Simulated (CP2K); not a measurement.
Two runs for the S L₂,₃ edge of thiocyanate. Run A: CP2K XAS_TDP, all-electron GAPW, PBEh(45%), aug-cc-pVTZ, TDA, ZORA, spin–orbit coupling. Run B differs in one setting.

First lines with a strength over 0.0003. A:

| atom | energy (eV) | states | strength, one atom |
| --- | --- | --- | --- |
| S1 (bonded to C) | 161.84 | 2 | 0.0008 |
|  | 162.31 | 1 | 0.0006 |
|  | 162.44 | 2 | 0.0056 |
|  | 163.33 | 1 | 0.0014 |
|  | 163.40 | 2 | 0.0011 |

B:

| atom | energy (eV) | states | strength, one atom |
| --- | --- | --- | --- |
| S1 (bonded to C) | 163.46 | 3 | 0.0007 |
|  | 163.96 | 1 | 0.0006 |
|  | 164.19 | 2 | 0.0055 |
|  | 164.98 | 1 | 0.0012 |
|  | 165.04 | 1 | 0.0013 |

Which was it: the basis, GW2X switched on, the functional?

GW2X switched on. GW2X shifts the lines nearly together; each 2p level gets its own shift. The lowest line over the strength cut lies at 163.46 eV, against 161.84 eV (PBEh(45%), aug-cc-pVTZ).

[Hosts, paths, dates, database ids (printed as entryN), source tags and the programs' standing remarks are cut or masked in the printed files.]
